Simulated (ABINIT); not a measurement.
# VCu3S4 (Sulvanite): G0W0 with ABINIT, start to end, part 3 of 3

Aim: the G0W0 gap of VCu3S4 (Sulvanite) on LDA, step by step.

ABINIT 10.8.3; LDA and many-body steps on it, plane waves. Known limits of the many-body steps: not at the basis limit; no spin polarisation; d shell near the gap, gap tends to lie low; d states lean on the start; coarse k mesh.

So far. Step 4 (Empty states on the mesh, 2×2×2 mesh, 210 bands): On this mesh the gap is 0.984 eV. Step 5 (Screening, 2×2×2 mesh, 192 bands, screening to 130.6 eV): Local fields lower ε∞ by 22 %. On a Γ-centred mesh this coarse the value itself is usually too large, while a short band sum pulls it down.

In doubt: a PseudoDojo file used here is known to give poor structures and forces, which bears on pressures, cells, forces and phonons.

### Step 6. Self-energy, 2×2×2 mesh, 192 bands, screening to 130.6 eV

The self-energy is evaluated for the states that the input lists, and the levels follow from it, in one-shot runs by the linearised quasiparticle equation.

This step: G0W0 on LDA, plane waves, norm-conserving pseudopotentials.

File run.abi:

```
acell 3*1.0 Angstrom
rprim 
  5.391200000000 0.000000000000 0.000000000000
  0.000000000000 5.391200000000 0.000000000000
  0.000000000000 0.000000000000 5.391200000000
ntypat 3
znucl 23 29 16
natom 8
typat 1 2 2 2 3 3 3 3
xred 
  0.000000000000 0.000000000000 0.000000000000
  0.500000000000 0.000000000000 0.000000000000
  0.000000000000 0.500000000000 0.000000000000
  0.000000000000 0.000000000000 0.500000000000
  0.237200000000 0.237200000000 0.237200000000
  0.237200000000 0.762800000000 0.762800000000
  0.762800000000 0.762800000000 0.237200000000
  0.762800000000 0.237200000000 0.762800000000
pp_dirpath "pseudos"
pseudos "V.upf, Cu.upf, S.upf"
ecut 38
ngkpt 2 2 2
nshiftk 1
shiftk 0 0 0
kptopt 1
chksymbreak 0
istwfk *1
occopt 1
irdwfk 1
optdriver 4
nband 192
gwcalctyp 0
ecutsigx 38
symsigma 1
nkptgw 4
kptgw 
  0.5000000000 0.5000000000 0.5000000000
  0.5000000000 0.0000000000 0.0000000000
  0.5000000000 0.5000000000 0.0000000000
  0.0000000000 0.0000000000 0.0000000000
bdgw 
  45 49
  46 49
  45 49
  45 49
ecuteps 4.8
irdscr 1
ppmodel 1
indata_prefix "in"
outdata_prefix "out"
tmpdata_prefix "tmp"
```

On the command line:

```sh
OMP_NUM_THREADS=1 mpirun -n 8 abinit run.abi > log
```

Numbers of over 12 decimals in the logs are rounded to 6 here.

The log of the run:

```text
.Version 10.8.3 of ABINIT. v10.8.2 released Aug 2026.

 Symmetries : space group P-4 3 m (#215); Bravais cP (primitive cubic)
[... echo of the input left out ...]
== DATASET  1 ==================================================================
-   mpi_nproc: 8, omp_nthreads: 1 (-1 if OMP is not activated)

--- !DatasetInfo
iteration_state: {dtset: 1, }
dimensions: {natom: 8, nkpt: 4, mband: 192, nsppol: 1, nspinor: 1, nspden: 1, mpw: 11872, }
cutoff_energies: {ecut:  38.0, pawecutdg:  -1.0, }
electrons: {nelect:   9.40000000E+01, charge:   0.00000000E+00, occopt:   1.00000000E+00, tsmear:   1.00000000E-02, }

 SIGMA: Calculation of the GW corrections

 Based on a program developped by R.W. Godby, V. Olevano, G. Onida, and L. Reining.
 Incorporated in ABINIT by V. Olevano, G.-M. Rignanese, and M. Torrent.
.Using double precision arithmetic ; gwpc =  8

[... cell and pseudopotentials left out ...]
--------------------------------------------------------------------------------

 ==== K-mesh for the wavefunctions ====
 Number of points in the irreducible wedge :     4
[... list of points left out ...]
 Together with 24 symmetry operations and time-reversal symmetry
 yields     8 points in the full Brillouin Zone.

 ==== Q-mesh for screening function ====
 Number of points in the irreducible wedge :     4
[... list of points left out ...]
 Together with 24 symmetry operations and time-reversal symmetry
 yields     8 points in the full Brillouin Zone.

 vcoul_init : cutoff-mode = AUXILIARY_FUNCTION
 q-points for optical limit:   1
     1)      0.000010    0.000020    0.000030
 setmesh: FFT mesh size selected  =    60x   60x   60
          total number of points  =       216000

 Number of electrons calculated from density =   94.0000; Expected =   94.0000
 average of density, n =  0.088895
 r_s =    1.3900
 omega_plasma =   28.7603 [eV]

 === KS Band Gaps ===
  >>>> For spin  1
   Minimum direct gap =   1.3875 [eV], located at k-point      :   0.5000  0.5000  0.0000
   Fundamental gap    =   0.9836 [eV], Top of valence bands at :   0.5000  0.5000  0.5000
                                       Bottom of conduction at :   0.5000  0.0000  0.0000
 SIGMA fundamental parameters:
 PLASMON POLE MODEL  1
 number of plane-waves for SigmaX                11753
 number of plane-waves for SigmaC and W            515
 number of plane-waves for wavefunctions         11753
 number of bands                                   192
 number of independent spin polarizations            1
 number of spinorial components                      1
 number of k-points in IBZ                           4
 number of q-points in IBZ                           4
 number of symmetry operations                      24
 number of k-points in BZ                            8
 number of q-points in BZ                            8
 number of frequencies for dSigma/dE                 9
 frequency step for dSigma/dE [eV]                0.25
 number of omega for Sigma on real axis              0
 max omega for Sigma on real axis  [eV]           0.00
 zcut for avoiding poles [eV]                     0.10

 EPSILON^-1 parameters (SCR file):
 dimension of the eps^-1 matrix on file            515
 dimension of the eps^-1 matrix used               515
 number of plane-waves for wavefunctions         11753
 number of bands                                   192
 number of q-points in IBZ                           4
 number of frequencies                               2
 number of real frequencies                          1
 number of imag frequencies                          1

 matrix elements of self-energy operator (all in [eV])

 Perturbative Calculation

--- !SelfEnergy_ee
iteration_state: {dtset: 1, }
kpoint     : [   0.500,    0.500,    0.500, ]
spin       : 1
KS_gap     :    1.530
QP_gap     :    2.655
Delta_QP_KS:    1.126
data: !SigmaeeData |
     Band     E0 <VxcDFT>   SigX SigC(E0)      Z dSigC/dE  Sig(E)    E-E0       E
       45   4.198 -21.975 -26.325   4.341   0.750  -0.333 -21.982  -0.007   4.192
       46   4.198 -21.975 -26.325   4.341   0.750  -0.333 -21.982  -0.007   4.192
       47   4.198 -21.975 -26.325   4.341   0.750  -0.333 -21.982  -0.007   4.192
       48   5.728 -20.272 -15.030  -3.725   0.738  -0.355 -19.153   1.119   6.847
       49   5.728 -20.272 -15.030  -3.725   0.738  -0.355 -19.153   1.119   6.847

--- !SelfEnergy_ee
iteration_state: {dtset: 1, }
kpoint     : [   0.500,    0.000,    0.000, ]
spin       : 1
KS_gap     :    1.567
QP_gap     :    2.743
Delta_QP_KS:    1.176
data: !SigmaeeData |
     Band     E0 <VxcDFT>   SigX SigC(E0)      Z dSigC/dE  Sig(E)    E-E0       E
       46   3.615 -22.959 -27.618   4.743   0.742  -0.348 -22.897   0.062   3.677
       47   3.615 -22.959 -27.618   4.743   0.742  -0.348 -22.897   0.062   3.677
       48   5.182 -21.450 -16.177  -3.597   0.739  -0.354 -20.212   1.238   6.420
       49   5.463 -23.189 -16.708  -4.491   0.723  -0.384 -21.751   1.438   6.901

--- !SelfEnergy_ee
iteration_state: {dtset: 1, }
kpoint     : [   0.500,    0.500,    0.000, ]
spin       : 1
KS_gap     :    1.387
QP_gap     :    2.779
Delta_QP_KS:    1.392
data: !SigmaeeData |
     Band     E0 <VxcDFT>   SigX SigC(E0)      Z dSigC/dE  Sig(E)    E-E0       E
       45   3.261 -22.795 -27.724   4.994   0.740  -0.351 -22.747   0.048   3.309
[...]
--- !SelfEnergy_ee
iteration_state: {dtset: 1, }
kpoint     : [   0.000,    0.000,    0.000, ]
spin       : 1
KS_gap     :    1.741
QP_gap     :    2.811
Delta_QP_KS:    1.070
data: !SigmaeeData |
     Band     E0 <VxcDFT>   SigX SigC(E0)      Z dSigC/dE  Sig(E)    E-E0       E
       45   3.563 -24.990 -29.071   4.521   0.732  -0.366 -24.667   0.322   3.885
       46   3.563 -24.990 -29.071   4.521   0.732  -0.366 -24.667   0.322   3.885
       47   3.563 -24.990 -29.071   4.521   0.732  -0.366 -24.667   0.322   3.885
       48   5.304 -23.037 -17.007  -4.114   0.727  -0.376 -21.645   1.392   6.696
       49   5.304 -23.037 -17.007  -4.114   0.727  -0.376 -21.645   1.392   6.696

 New Fermi energy :        1.824530E-01 Ha ,    4.964799E+00 eV

 === QP Band Gaps ===
  >>>> For spin  1
   Minimum direct gap =   2.6552 [eV], located at k-point      :   0.5000  0.5000  0.5000
   Fundamental gap    =   2.2280 [eV], Top of valence bands at :   0.5000  0.5000  0.5000
                                       Bottom of conduction at :   0.5000  0.0000  0.0000

== END DATASET(S) ==============================================================
================================================================================

 -outvars: echo values of variables after computation  --------
           etotal      0.0000000000E+00
            nband         192
             nkpt           4
          spgroup         215
 [... the other variables as echoed above ...]

 Calculation completed.
```

It took 35 s on 8 MPI ranks of Arm Neoverse V1, shared host; peak memory 2.5 GiB; 4.7 min of CPU time.

Numbers from this step:

- G0W0 gap on the mesh: 2.228 eV
- starting gap on the mesh: 0.9837 eV
- k of the valence top: 0.5, 0.5, 0.5
- k of the conduction bottom: 0.5, 0, 0
- Z at the valence top: 0.75
- Z at the conduction bottom: 0.739
- least direct G0W0 gap on the computed points: 2.655 eV

The gap on the mesh goes from 0.98 eV to 2.23 eV, a correction of +1.24 eV.

Limits: finite bands, cutoff and mesh; no spin polarisation; d shell near the gap, gap tends to lie low; d states lean on the start; coarse k mesh. v1 is the top filled band, c1 the lowest empty one. The levels before and after the correction (eV, zero at the valence-band top of each column):

|  | conduction bottom | valence top |
| --- | --- | --- |
| Kohn-Sham | 0.98 | 0.00 |
| G0W0 | 2.23 | 0.00 |

|  | level | energy (eV) |
| --- | --- | --- |
| Kohn-Sham | (0.5 0.5 0.5) v3-v1 | 0.000 |
| Kohn-Sham | (0.5 0.5 0.5) c1-c2 | 1.530 |
| Kohn-Sham | (0.5 0 0) v2-v1 | -0.584 |
| Kohn-Sham | (0.5 0 0) c1 | 0.984 |
| Kohn-Sham | (0.5 0 0) c2 | 1.265 |
| G0W0 | (0.5 0.5 0.5) v3-v1 | 0.000 |
| G0W0 | (0.5 0.5 0.5) c1-c2 | 2.655 |
| G0W0 | (0.5 0 0) v2-v1 | -0.515 |
| G0W0 | (0.5 0 0) c1 | 2.228 |
| G0W0 | (0.5 0 0) c2 | 2.709 |

### Step 7. Where the time went

Times are wall times on 8 MPI ranks of Arm Neoverse V1, shared host, good to a factor of about two.

| step | time | share | memory (GiB) |
| --- | --- | --- | --- |
| ground state | 2.6 min | 31 % | 0.94 |
| bands along the symmetry lines | 1.7 min | 21 % | 0.93 |
| empty states on the mesh | 2.2 min | 26 % | 0.79 |
| screening | 78 s | 15 % | 3.9 |
| self-energy | 35 s | 7 % | 2.5 |

### Step 8. What came out

```json
{"LDA gap": "0.98 eV, indirect", "G0W0 gap on the mesh": "2.23 eV", "GW settings": "2×2×2 mesh, 192 bands, screening to 130.6 eV, Godby-Needs plasmon pole", "known limits": "not at the basis limit; no spin polarisation; d shell near the gap, gap tends to lie low; d states lean on the start; coarse k mesh"}
```

G0W0 moves the gap on the mesh from 0.98 eV to 2.23 eV (+1.24 eV), with Z of 0.75 and 0.74 at the edges. Local fields lower the RPA ε∞ on this mesh from 10.00 to 7.79; a Γ-centred mesh this coarse tends to raise both, most where the direct gap is narrow, while a short band sum lowers them. Bands and cutoff are finite, so the gap is not at the basis limit. The miss can reach some tenths of an eV and take either sign; the mesh is an error of its own. The 2×2×2 mesh is coarse for this cell, which bears on the long-range parts of exchange and screening. The runs have no spin polarisation. For a closed low-spin shell that is the natural state; where a d or f shell is open it is a constraint, and the gap is then not the crystal's own. A d shell, filled or nearly so, lies near the gap. One-shot GW converges very slowly in bands there, not always from below, and on a semilocal start the gap tends to come out low; starts rich in exact exchange can overshoot instead. With d states at the gap, one-shot GW leans hard on its start.

[Paths, hosts, dates, memory and timing lines, banners, echoed tables and standing remarks are left out of the program output.]

[Logs are printed without paths, hosts, clocks, repeated set-up lines and the standing remarks that a program may print on its own settings, such as how far it seeks lower states.]

[Runs of the session that timed out or met a known fault of the program may be left out.]

[Hosts, paths, dates, database ids (printed as entryN), source tags and the programs' standing remarks are cut or masked in the printed files.]

[G0W0 gaps are taken among the corrected bands and points alone; a level outside them can change the order at an edge.]

[Where Ansatz stands beside ABINIT at settings called matched, ABINIT's density can come from a denser mesh and the files from another edition; pairs whose starting gaps differed by over 0.03 eV were left out, so agreement reads better than it is.]
